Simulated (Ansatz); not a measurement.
## GeF2 (model cell, started as rutile): a soft mode frozen in

Which phase does GeF2 (model cell, started as rutile) fall into along its unstable mode, and how much energy does it gain?

Method: DFT PBE, scalar-relativistic, plane waves, PAW, in Ansatz 0.2.0.

The structure was built from a prototype and need not be the compound's stable phase.

## 1. Set-up

Symmetry: P4_2/mnm, No. 136, tetragonal system. The conventional cell has a = 5.239 Å, b = 5.239 Å, c = 3.549 Å, α = 90.00°, β = 90.00°, γ = 90.00°. Ge has 6 F at 2.25 to 2.30 Å nearest. Nearest to F lie 3 Ge at 2.25 to 2.30 Å. Farther neighbours and most contacts between anions are not listed.

## 2. Phonons on a q mesh

The cell comes from relaxations at this level that are not shown. Stability and thermal properties need the whole zone. Linear response on a 2×2×4 q mesh gives force constants as far as a supercell of that size would, and the tensors from the zone-centre run are typed in so that the long-range dipole term is interpolated apart.

File input.yaml:

```yaml
crystal:
  lattice:
    - [5.2390464767, 0.0, 0.0]
    - [0.0, 5.2390464767, 0.0]
    - [0.0, 0.0, 3.5488479333]
  atoms:
    - { symbol: Ge, position: [0.0, 0.0, 0.0] }
    - { symbol: Ge, position: [0.5, 0.5, 0.5] }
    - { symbol: F, position: [0.3030272295, 0.3030272295, 0.0] }
    - { symbol: F, position: [0.6969727705, 0.6969727705, 0.0] }
    - { symbol: F, position: [0.8030272295, 0.1969727705, 0.5] }
    - { symbol: F, position: [0.1969727705, 0.8030272295, 0.5] }
kpoints:
  mp_grid: { grid: [4, 4, 8] }
hamiltonian:
  xc: pbe
scf:
  occupations: { method: fixed }
output:
  eigenvalues: true
phonons:
  method: dfpt
  qmesh: [2, 2, 4]
  temperatures: { t_max: 1000, t_step: 50 }
  qpath:
    path:
      - [[0.0, 0.0, 0.0], [0.0, 0.5, 0.0], [0.5, 0.5, 0.0], [0.0, 0.0, 0.0], [0.0, 0.0, 0.5], [0.0, 0.5, 0.5], [0.5, 0.5, 0.5], [0.0, 0.0, 0.5]]
      - [[0.0, 0.5, 0.0], [0.0, 0.5, 0.5]]
      - [[0.5, 0.5, 0.0], [0.5, 0.5, 0.5]]
    npoints: 10
  non_analytic_term:
    high_frequency_dielectric_tensor: [[3.6297, 0.0, 0.0], [0.0, 3.6297, 0.0], [0.0, 0.0, 3.6879]]
    born_effective_charges:
      - { species: Ge, tensor: [[3.208, 0.597, 0.0], [0.597, 3.208, 0.0], [0.0, 0.0, 3.7421]] }
      - { species: Ge, tensor: [[3.208, -0.597, 0.0], [-0.597, 3.208, 0.0], [0.0, 0.0, 3.7421]] }
      - { species: F, tensor: [[-1.604, -1.2559, 0.0], [-1.2559, -1.604, 0.0], [0.0, 0.0, -1.871]] }
      - { species: F, tensor: [[-1.604, -1.2559, 0.0], [-1.2559, -1.604, 0.0], [0.0, 0.0, -1.871]] }
      - { species: F, tensor: [[-1.604, 1.2559, 0.0], [1.2559, -1.604, 0.0], [0.0, 0.0, -1.871]] }
      - { species: F, tensor: [[-1.604, 1.2559, 0.0], [1.2559, -1.604, 0.0], [0.0, 0.0, -1.871]] }
    source: "zone-centre run at this cell"
```

The run is started by

```sh
$ ansatz run input.yaml --threads 8 --pin off --max-ram 14336MiB --backend cpu --events-out ev --progress --plain --runs-dir out
```

Numbers of over 12 decimals in the logs are rounded to 6 here.

The program printed:

```text
Warning: phonons: the dynamical matrix that this run interpolates holds no multipole term above the dipole-dipole one, and a site of this crystal is no centre of inversion, so its interpolated transverse optical and acoustic branches and sound speeds can stay off near Gamma, and the density of states and the thermodynamics with them. What a run solves at a wave vector of phonons.qpoints, Gamma apart, where the deck admits one, is free of this, and under fd what a larger phonons.supercell samples
Engine: ansatz 0.2.0, aarch64-unknown-linux-gnu
Pseudopotentials: kind: paw
Pseudopotential: Ge, paw, valence charge 14, recommended cutoff 420 eV (normal), Ge.paw.azcp
Pseudopotential: F, paw, valence charge 7, recommended cutoff 420 eV (normal), F.paw.azcp
Functional definition: PBE
  parameter kappa = 0.804
  parameter beta = 0.066725
  exchange = pbe_x(kappa = kappa, mu = beta*pi^2/3)
  correlation = pbe_c(beta = beta)
Crystal: 6 atoms, lattice volume = 97.407 Å³
Basis set: ecut = 420 eV, 1915 PW (Γ), exchange–correlation on 72×72×48 points (8 copies of the dense FFT grid, shifted against one another)
Bands: 34, of which v1, the nominal top of the filled ones, is band 28 counted from 1 (27 counted from 0)
Symmetry: 16 space group operations
k-points: 30 of 128
Non-local potential: Ge, projectors of the file, l = 0: 2, l = 1: 2, l = 2: 3, l = 3: 1
Non-local potential: F, projectors of the file, l = 0: 2, l = 1: 2, l = 2: 1
PAW form: soft (Blöchl's): semilocal exchange-correlation on the pseudo side does not see the compensation charge
PAW one-centre angular grid: Ge, 590 points (default); XC on 64 Gauss nodes
PAW one-centre angular grid: F, 110 points (default); XC on 64 Gauss nodes
Initial density: superposition of atomic densities (neutral atoms: chi_scale 0, normalization atom), corrected by the library's trained network
Initial wavefunctions: pseudopotential atomic-orbital guess
Functional: x = pbe(κ = 0.804, μ = 0.219515), c = pbe(β = 0.066725)
SCF iter   1: F=—  HF=-11823.999544 eV  |F-HF|=—  |Δ(HF+E_count)|=         —  Δρ=2.88e-3  dr2=2.74e-3  ethr=1.77e-3  ⟨swp⟩=4.0  Hψ=3561  notcnv=0  defer=87
preconditioner: auto → Resta (q_TF=auto, 2.488 Å⁻¹)  ε∞=3.2  [insulator: Δε(μ)=3.017 eV  Ē_g=19.014 eV  n_scr=30 (ndim 8)  ℏωp=28.2 eV  f_vac=0.196  ε∞_Penn≈3.2]
SCF iter   2: F=—  HF=-11823.999345 eV  |F-HF|=—  |Δ(HF+E_count)|=   1.99e-4  Δρ=1.48e-3  dr2=5.01e-4  ethr=4.89e-6  ⟨swp⟩=2.0  Hψ=2161  notcnv=0  defer=119
SCF iter   3: F=—  HF=-11823.999605 eV  |F-HF|=—  |Δ(HF+E_count)|=   2.60e-4  Δρ=6.56e-4  dr2=1.28e-4  ethr=8.94e-7  ⟨swp⟩=2.0  Hψ=1841  notcnv=0  defer=114
SCF iter   4: F=—  HF=-11823.999771 eV  |F-HF|=—  |Δ(HF+E_count)|=   1.66e-4  Δρ=8.16e-5  dr2=5.20e-6  ethr=2.28e-7  ⟨swp⟩=2.0  Hψ=1447  notcnv=0  defer=112
SCF iter   5: F=—  HF=-11823.999784 eV  |F-HF|=—  |Δ(HF+E_count)|=   1.29e-5  Δρ=5.17e-5  dr2=1.53e-6  ethr=9.29e-9  ⟨swp⟩=2.0  Hψ=1809  notcnv=0  defer=51
SCF iter   6: F=—  HF=-11823.999782 eV  |F-HF|=—  |Δ(HF+E_count)|=   1.55e-6  Δρ=1.40e-5  dr2=1.94e-7  ethr=2.73e-9  ⟨swp⟩=2.0  Hψ=1809  notcnv=0  defer=51
SCF iter   7: F=—  HF=-11823.999783 eV  |F-HF|=—  |Δ(HF+E_count)|=   1.29e-7  Δρ=4.76e-6  dr2=1.50e-8  ethr=3.46e-10  ⟨swp⟩=2.0  Hψ=1809  notcnv=0  defer=51
SCF iter   8: F=—  HF=-11823.999783 eV  |F-HF|=—  |Δ(HF+E_count)|=   4.33e-9  Δρ=5.69e-7  dr2=2.99e-10  ethr=2.67e-11  ⟨swp⟩=2.0  Hψ=1809  notcnv=0  defer=51
SCF iter   9: F=-11823.999783 eV  HF=-11823.999783 eV  |F-HF|=0.00e0  |Δ(HF+E_count)|=  3.27e-10  Δρ=6.18e-8  dr2=3.13e-12  ethr=1.00e-12  ⟨swp⟩=8.9  Hψ=6106  notcnv=0
SCF 1 converged in 9 iterations: F = -11823.999783 eV  dr2 = 3.13e-12
  greatest PAW one-centre occupation: 0.999 electrons in one spin orbital (limit 2), on the Ge atom at site 0 (counted from 0), in its partial waves of l = 2
NSCF: frozen V_eff on 30 k-points
NSCF: frozen V_eff on 50 k-points
DFPT response loops at q = (0, 0, 0) (fractional): preconditioner auto → none (the input reference at scf.mixing.eps_inf says where Resta's filter doesn't serve); β = 0.50; Broyden in place of MSR1
NSCF: frozen V_eff on 160 k-points
DFPT response loops at q = (0, 0, 0.25) (fractional): mixed as the last ones told, above
NSCF: frozen V_eff on 100 k-points
DFPT response loops at q = (0, 0, -0.5) (fractional): mixed as the last ones told, above
NSCF: frozen V_eff on 100 k-points
DFPT response loops at q = (0, -0.5, 0) (fractional): mixed as the last ones told, above
NSCF: frozen V_eff on 160 k-points
DFPT response loops at q = (0, -0.5, 0.25) (fractional): mixed as the last ones told, above
NSCF: frozen V_eff on 100 k-points
DFPT response loops at q = (0, -0.5, -0.5) (fractional): mixed as the last ones told, above
NSCF: frozen V_eff on 100 k-points
DFPT response loops at q = (-0.5, -0.5, 0) (fractional): mixed as the last ones told, above
NSCF: frozen V_eff on 160 k-points
DFPT response loops at q = (-0.5, -0.5, 0.25) (fractional): mixed as the last ones told, above
NSCF: frozen V_eff on 100 k-points
DFPT response loops at q = (-0.5, -0.5, -0.5) (fractional): mixed as the last ones told, above
SCF converged after 9 iterations
Free energy (F): -11823.999783 eV
Harris-Foulkes:  -11823.999783 eV  (|F-HF|=0.00e0)
Internal energy: -11823.999783 eV  (E = F + TS)
E sigma→0 (E₀):  -11823.999783 eV
Fermi energy:    3.679640 eV
--- Per-component energies (eV) ---
  E_band       = -569.699934
  E_kinetic    = 1037.305452
  E_local      = -7550.890682  (includes V_loc(G=0)·N_el)
  E_nonlocal   = 1114.553237
  E_hartree    = 3109.363694
  E_xc         = -468.051776
  E_vxc        = -534.149232  (∫ρ·V_xc dr)
  E_paw        = -4822.533026  (= ΣΔE_a)
  E_vpaw       = -855.255109  (= ΣTr[D̂ρ^β])
  E_aug_tail   = 0.008984  (compensation charges beyond the density's cutoff)
  E_ewald      = -4243.755665
  E_smearing   = -0.000000  (= −TS)
  E_closure    = 0.000000  (closes the sum)
  Σ components = -11823.999783   (vs F -11823.999783, Δ=0.00e0)
--- Band table (eV; the first three rows and the last of 30) ---
  k-point 0: bands = [... 24 lower, 0.5357, 0.5357, 0.8124, 3.5855, 6.6807, 6.6807, 9.3442, 9.8682, ... 2 higher]
  k-point 1: bands = [... 24 lower, 0.5177, 0.5797, 0.7730, 3.6408, 6.9965, 6.9965, 8.9662, 9.8610, ... 2 higher]
  k-point 2: bands = [... 24 lower, 0.4537, 0.6556, 1.4938, 3.6796, 7.7614, 7.7614, 8.3885, 9.5842, ... 2 higher]
  k-point 29: bands = [... 24 lower, 0.4925, 0.4925, 2.4900, 2.4900, 8.5352, 8.5352, 8.8052, 8.8052, ... 2 higher]
--- Phonons (Γ-DFPT): 4 representative perturbations + reference (Σ response iterations 14) ---
  ASR residual: 3.413e-5 → 0.000e0 eV/Å²; symmetrization residual: 9.301e-6 eV/Å²
  ASR residual per site (eV/Å²): 3.41e-5 3.41e-5 9.50e-6 9.50e-6 9.50e-6 9.50e-6
  Γ frequencies (cm⁻¹): -192.42 -176.62 -176.62 -116.67 0.00 0.00 0.00 61.73 91.75 120.87 120.87 174.77 176.47 176.47 202.92 202.92 244.11 372.23
--- Phonons (arbitrary-q DFPT): 9 irreducible q on the 2×2×4 mesh ---
  q = [0.0000, 0.0000, 0.0000] (star 1, of the zone-centre solve; hermiticity 3.72e-6, symmetrization 4.53e-12): -192.42 -176.62 -176.62 -116.67 -0.00 -0.00 -0.00 61.73 91.75 120.87 120.87 174.77 176.47 176.47 202.92 202.92 244.11 372.23
  q = [0.0000, 0.0000, 0.2500] (star 2, 4 solved perturbations in 272 linear systems a pass and spin channel, the states on 80 of 128 k-point pairs; hermiticity 4.39e-7, symmetrization 5.04e-13): -181.76 -181.76 -124.83 49.86 49.86 86.38 109.45 109.45 120.74 126.00 126.00 155.98 162.18 175.33 175.33 212.39 349.73 360.94
  q = [0.0000, 0.0000, -0.5000] (star 1, 4 solved perturbations in 170 linear systems a pass and spin channel, the states on 50 of 128 k-point pairs; hermiticity 3.80e-7, symmetrization 3.26e-8): -190.42 -190.42 -72.72 -72.72 85.37 85.37 121.30 121.30 124.73 124.73 128.73 128.73 129.31 129.31 201.23 201.23 331.32 331.32
  q = [0.0000, -0.5000, 0.0000] (star 2, 6 solved perturbations on 50 of 128 k-point pairs; hermiticity 9.76e-6, symmetrization 4.88e-6): -157.14 -157.14 37.24 37.24 63.25 63.25 107.33 107.33 134.45 134.45 165.51 165.51 177.07 177.07 181.63 181.63 370.38 370.38
  q = [0.0000, -0.5000, 0.2500] (star 4, 6 solved perturbations on 80 of 128 k-point pairs; hermiticity 1.78e-5, symmetrization 8.89e-6): -187.87 -187.87 -60.93 -60.93 74.59 74.59 90.28 90.28 125.22 125.22 141.12 141.12 182.01 182.01 192.55 192.55 345.32 345.32
  q = [0.0000, -0.5000, -0.5000] (star 2, 6 solved perturbations on 50 of 128 k-point pairs; hermiticity 8.91e-6, symmetrization 4.43e-6): -216.29 -216.29 -180.62 -180.62 72.42 72.42 100.44 100.44 119.43 119.43 122.21 122.21 196.45 196.45 231.02 231.02 317.65 317.65
  q = [-0.5000, -0.5000, 0.0000] (star 1, 4 solved perturbations in 170 linear systems a pass and spin channel, the states on 50 of 128 k-point pairs; hermiticity 8.09e-6, symmetrization 3.95e-6): -169.16 -169.16 -162.13 -162.13 41.03 41.03 71.59 71.59 96.57 96.57 110.13 110.13 178.19 178.19 237.86 237.86 352.77 352.77
  q = [-0.5000, -0.5000, 0.2500] (star 2, 4 solved perturbations in 272 linear systems a pass and spin channel, the states on 80 of 128 k-point pairs; hermiticity 1.11e-5, symmetrization 7.28e-6): -173.44 -173.44 57.63 57.63 74.58 74.58 97.26 97.26 109.67 109.67 124.95 124.95 147.55 147.55 206.29 206.29 329.54 329.54
  q = [-0.5000, -0.5000, -0.5000] (star 1, 4 solved perturbations in 170 linear systems a pass and spin channel, the states on 50 of 128 k-point pairs; hermiticity 6.17e-6, symmetrization 3.07e-6): -181.42 -181.42 -59.84 -59.84 61.23 61.23 109.14 109.14 140.01 140.01 147.82 147.82 156.21 156.21 199.33 199.33 301.79 301.79
  sum rule: each row above includes the acoustic sum rule's correction from the zone centre's row sums; it moved no ω² by more than (0.45 cm⁻¹)²
  mesh force constants: q→R imaginary residual 1.41e-17; ASR residual 3.413e-5 → 0.000e0 eV/Å²; symmetrization residual 2.808e-15 eV/Å²
  interpolated dispersion: 94 rows × 18 modes
  density of states and harmonic sums: on the 12×12×20 q-mesh, interpolated from the force constants of a 2×2×4 supercell (with the dipole–dipole term of supplied tensors)
  largest difference from the sums on the solved wave vectors: F 5.57e-3 eV, S 6.76e-6 and C_V 2.65e-6 eV/K
  zero-point energy: 0.142758 eV/cell   skipped modes (ω ≤ 0): 1092, of them read as no rigid motion or as one in doubt: 1089 (3.553e0 modes/cell left out, lowest -216.29 cm⁻¹)   left out of the sums: 1.97e-1 of the cell's modes: C_V's classical limit lies that fraction below 3 k_B per atom; for a crystal, a wire or a layer, F and S can be off by more, and a phonons.interpolated_qmesh denser along its periods is the remedy for the sampling
```

Run time: 1.9 min. Hardware: 8 threads of Arm Neoverse V2, shared host; peak memory 1.1 GiB; 14 min of CPU time.

A gap read on the k-mesh alone can miss the band edges.

This step gave:

```yaml
gap_on_the_k_mesh: 3.001 eV
volume_per_atom: 16.23 Å³
sum_rule_residual_before_enforcement: 3.41e-5 eV/Å²
lowest_frequency_on_the_path: -216.3 cm⁻¹
point_group: 4/mmm
highest_frequency_on_the_path_or_at_a_solved_wavevector: 389.6 cm⁻¹
highest_optical_mode_at_the_zone_centre_no_lo_to_term: 372.2 cm⁻¹
lowest_optical_zone_centre_mode: -192.4 cm⁻¹
lowest_mode_on_the_q_mesh_acoustic_modes_at_gamma_apart: -216.3 cm⁻¹
```

Frequencies (cm⁻¹) solved at each irreducible wavevector; negative means imaginary. Frequencies by wavevector, by row:

```csv
q in reciprocal lattice units,star,mode 1,mode 2,mode 3,mode 4,mode 16,mode 17,mode 18
0 0 0,1,-192.4,-176.6,-176.6,-116.7,202.9,244.1,372.2
0 0 0.25,2,-181.8,-181.8,-124.8,49.9,212.4,349.7,360.9
0 0 -0.5,1,-190.4,-190.4,-72.7,-72.7,201.2,331.3,331.3
0 -0.5 0,2,-157.1,-157.1,37.2,37.2,181.6,370.4,370.4
0 -0.5 0.25,4,-187.9,-187.9,-60.9,-60.9,192.6,345.3,345.3
0 -0.5 -0.5,2,-216.3,-216.3,-180.6,-180.6,231,317.6,317.6
-0.5 -0.5 0,1,-169.2,-169.2,-162.1,-162.1,237.9,352.8,352.8
-0.5 -0.5 0.25,2,-173.4,-173.4,57.6,57.6,206.3,329.5,329.5
-0.5 -0.5 -0.5,1,-181.4,-181.4,-59.8,-59.8,199.3,301.8,301.8
```

Interpolated from a 2×2×4 q mesh, with the LO-TO term (at Γ the limit along the path; where Γ stands inside the path, tables give the limit on arrival). The phonon branches at the labelled points (cm⁻¹):

```csv
point,branch 1,branch 2,branch 3,branch 4,branch 15,branch 16,branch 17,branch 18
Γ,-192,-177,-117,0,203,244,372,377
halfway,-182,-129,-129,34,204,225,370,375
X,-157,-157,37,37,182,182,370,370
halfway,-160,-160,-97,-97,211,211,368,368
M,-169,-169,-162,-162,238,238,353,353
halfway,-176,-159,-139,47,179,227,360,388
Γ,-192,-177,-117,0,203,244,372,377
halfway,-182,-182,-125,50,175,212,350,361
Z,-190,-190,-73,-73,201,201,331,331
halfway,-192,-192,-166,-166,215,215,326,326
R,-216,-216,-181,-181,231,231,318,318
halfway,-188,-188,-161,-161,220,220,311,311
A,-181,-181,-60,-60,199,199,302,302
halfway,-202,-189,-186,-89,200,230,314,324
Z,-190,-190,-73,-73,201,201,331,331
jump to X,-157,-157,37,37,182,182,370,370
halfway,-188,-188,-61,-61,192,192,345,345
R,-216,-216,-181,-181,231,231,318,318
jump to M,-169,-169,-162,-162,238,238,353,353
halfway,-173,-173,58,58,206,206,330,330
A,-181,-181,-60,-60,199,199,302,302
```

Symmetry leaves 9 wavevectors to solve. The lowest mode among them, the acoustic zeros apart, lies at q = (0, -0.5, -0.5) and is imaginary, 216.3i cm⁻¹, so the energy falls along it.

## 3. The mode frozen in, largest atomic shift 0 Å

The mode followed lies at q = (0, -0.5, -0.5) with frequency 216.3i cm⁻¹ and is 2-fold degenerate, the softest among the wavevectors solved. At small amplitude the distorted cell has space group no. 2 by a symmetry search on the positions. The undistorted cell that holds it gives the zero of energy on the same k mesh.

System of this step: GeF2 (model cell, started as rutile). The structure is tetragonal, space group P4_2/mnm (No. 136). Conventional cell: a = 5.239 Å, b = 5.239 Å, c = 3.549 Å, α = 90.00°, β = 90.00°, γ = 90.00°. Ge has 6 F at 2.25 to 2.30 Å nearest. Nearest to F lie 3 Ge at 2.25 to 2.30 Å. Farther neighbours and most contacts between anions are not listed.

File input.yaml:

```yaml
crystal:
  lattice:
    - [-5.2390464767, 0.0, 0.0]
    - [0.0, -5.2390464767, -3.5488479333]
    - [0.0, -5.2390464767, 3.5488479333]
  atoms:
    - { symbol: Ge, position: [0.0, 0.5, 0.5] }
    - { symbol: Ge, position: [0.0, 0.0, 0.0] }
    - { symbol: Ge, position: [0.5, 1.0, 0.5] }
    - { symbol: Ge, position: [0.5, 0.5, 0.0] }
    - { symbol: F, position: [0.6969727705, 0.3484863852, 0.3484863852] }
    - { symbol: F, position: [0.6969727705, 0.8484863852, 0.8484863852] }
    - { symbol: F, position: [0.3030272295, 0.1515136148, 0.1515136148] }
    - { symbol: F, position: [0.3030272295, 0.6515136148, 0.6515136148] }
    - { symbol: F, position: [0.1969727705, 0.1515136147, 0.6515136148] }
    - { symbol: F, position: [0.1969727705, 0.6515136147, 0.1515136148] }
    - { symbol: F, position: [0.8030272295, 0.8484863852, 0.3484863852] }
    - { symbol: F, position: [0.8030272295, 0.3484863852, 0.8484863852] }
kpoints:
  mp_grid: { grid: [4, 4, 4] }
hamiltonian:
  xc: pbe
scf:
  occupations: { method: gaussian, width: 0.02 }
output:
  forces: true
  stress: true
  eigenvalues: true
```

The program printed:

```text
[...]
Crystal: 12 atoms, lattice volume = 194.815 Å³
Basis set: ecut = 420 eV, 3815 PW (Γ), exchange–correlation on 72×90×90 points (8 copies of the dense FFT grid, shifted against one another)
Bands: 68, of which v1, the nominal top of the filled ones, is band 56 counted from 1 (55 counted from 0)
Symmetry: 16 space group operations
[...]
k-points: 21 of 64
[...]
k-point 0: bands = [... 52 lower, 0.8124, 3.1590, 3.1590, 3.5854, 6.6807, 6.6807, 7.0917, 7.0917, ... 5 higher]
  k-point 1: bands = [... 52 lower, 0.7732, 2.7477, 3.2323, 3.5332, 7.0518, 7.0616, 7.3711, 7.4754, ... 5 higher]
  k-point 2: bands = [... 52 lower, 1.7924, 1.7924, 3.3957, 3.3957, 7.7536, 7.7536, 7.8256, 7.8256, ... 5 higher]
  k-point 20: bands = [... 52 lower, 2.2290, 2.2290, 3.1590, 3.1590, 6.8687, 6.8687, 7.0917, 7.0917, ... 5 higher]
[key lines of the parts left out:]
SCF converged after 7 iterations
Free energy (F): -23647.999516 eV
Fermi energy:    5.180130 eV
P = ⅓ Tr σ = -0.0014 GPa (-0.014 kbar)
```

The job ended after 2.1 s (8 threads; peak memory 0.92 GiB).

Numbers from this step:

- pressure: -0.001448 GPa
- energy from the undistorted cell: 0 meV/atom

At this level the gap is 3.00 eV on the k-mesh of the self-consistent run, which can miss the band edges.

## 4. The mode frozen in, largest atomic shift 0.32 Å

The atoms are moved along the unstable eigenvector, the largest shift by 0.32 Å, with the cell fixed.

File input.yaml:

```yaml
crystal:
  lattice:
    - [-5.2390464767, 0.0, 0.0]
    - [0.0, -5.2390464767, -3.5488479333]
    - [0.0, -5.2390464767, 3.5488479333]
  atoms:
    - { symbol: Ge, position: [0.0086203207, 0.4917483669, 0.5129869174] }
    - { symbol: Ge, position: [-0.0086203207, 0.0082516331, -0.0129869174] }
    - { symbol: Ge, position: [0.5138974764, 1.002769863, 0.4895960241] }
    - { symbol: Ge, position: [0.4861025236, 0.497230137, 0.0104039759] }
    - { symbol: F, position: [0.6723432307, 0.3141252029, 0.3562328049] }
    - { symbol: F, position: [0.7216023103, 0.8828475676, 0.8407399656] }
    - { symbol: F, position: [0.3276567693, 0.1858747971, 0.1437671951] }
    - { symbol: F, position: [0.2783976897, 0.6171524324, 0.6592600344] }
    - { symbol: F, position: [0.1572656111, 0.1860267017, 0.6599082164] }
    - { symbol: F, position: [0.2366799299, 0.6170005278, 0.1431190131] }
    - { symbol: F, position: [0.7633200701, 0.8829994722, 0.3568809869] }
    - { symbol: F, position: [0.8427343889, 0.3139732983, 0.8400917836] }
kpoints:
  mp_grid: { grid: [4, 4, 4] }
hamiltonian:
  xc: pbe
scf:
  occupations: { method: gaussian, width: 0.02 }
output:
  forces: true
  stress: true
  eigenvalues: true
```

The program printed:

```text
[...]
Crystal: 12 atoms, lattice volume = 194.815 Å³
Basis set: ecut = 420 eV, 3815 PW (Γ), exchange–correlation on 72×90×90 points (8 copies of the dense FFT grid, shifted against one another)
Bands: 68, of which v1, the nominal top of the filled ones, is band 56 counted from 1 (55 counted from 0)
Symmetry: 2 space group operations
[...]
k-points: 36 of 64
[...]
k-point 0: bands = [... 52 lower, 0.5236, 2.9394, 3.3913, 3.3949, 6.8158, 7.0638, 7.5260, 7.7597, ... 5 higher]
  k-point 1: bands = [... 52 lower, 0.7161, 2.7592, 3.1727, 3.3362, 7.1461, 7.4373, 7.8682, 8.1195, ... 5 higher]
  k-point 2: bands = [... 52 lower, 1.7606, 1.8997, 3.2033, 3.2248, 7.6880, 8.0430, 8.1645, 8.3426, ... 5 higher]
  k-point 35: bands = [... 52 lower, 1.7972, 2.3594, 3.0738, 3.3587, 6.9389, 7.1532, 7.5670, 7.8228, ... 5 higher]
[key lines of the parts left out:]
SCF converged after 8 iterations
Free energy (F): -23648.538246 eV
Fermi energy:    5.198737 eV
P = ⅓ Tr σ = 4.5050 GPa (45.050 kbar)
```

It took 3.6 s on 8 threads; peak memory 1 GiB; 28 s of CPU time.

This step gave:

* pressure: 4.505 GPa
* gap on the k-mesh: 3.234 eV
* energy from the undistorted cell: -44.89 meV/atom

The energy, extrapolated to zero smearing, is -44.89 meV/atom against the undistorted cell.

The run ends at a pressure of 4.50 GPa, with forces up to 0.78 eV/Å.

[end of part 1 of 2]

[Logs are printed without paths, hosts, clocks, repeated set-up lines and the standing remarks that a program may print on its own settings, such as how far it seeks lower states.]

[Hosts, paths, dates, database ids (printed as entryN), source tags and the programs' standing remarks are cut or masked in the printed files.]
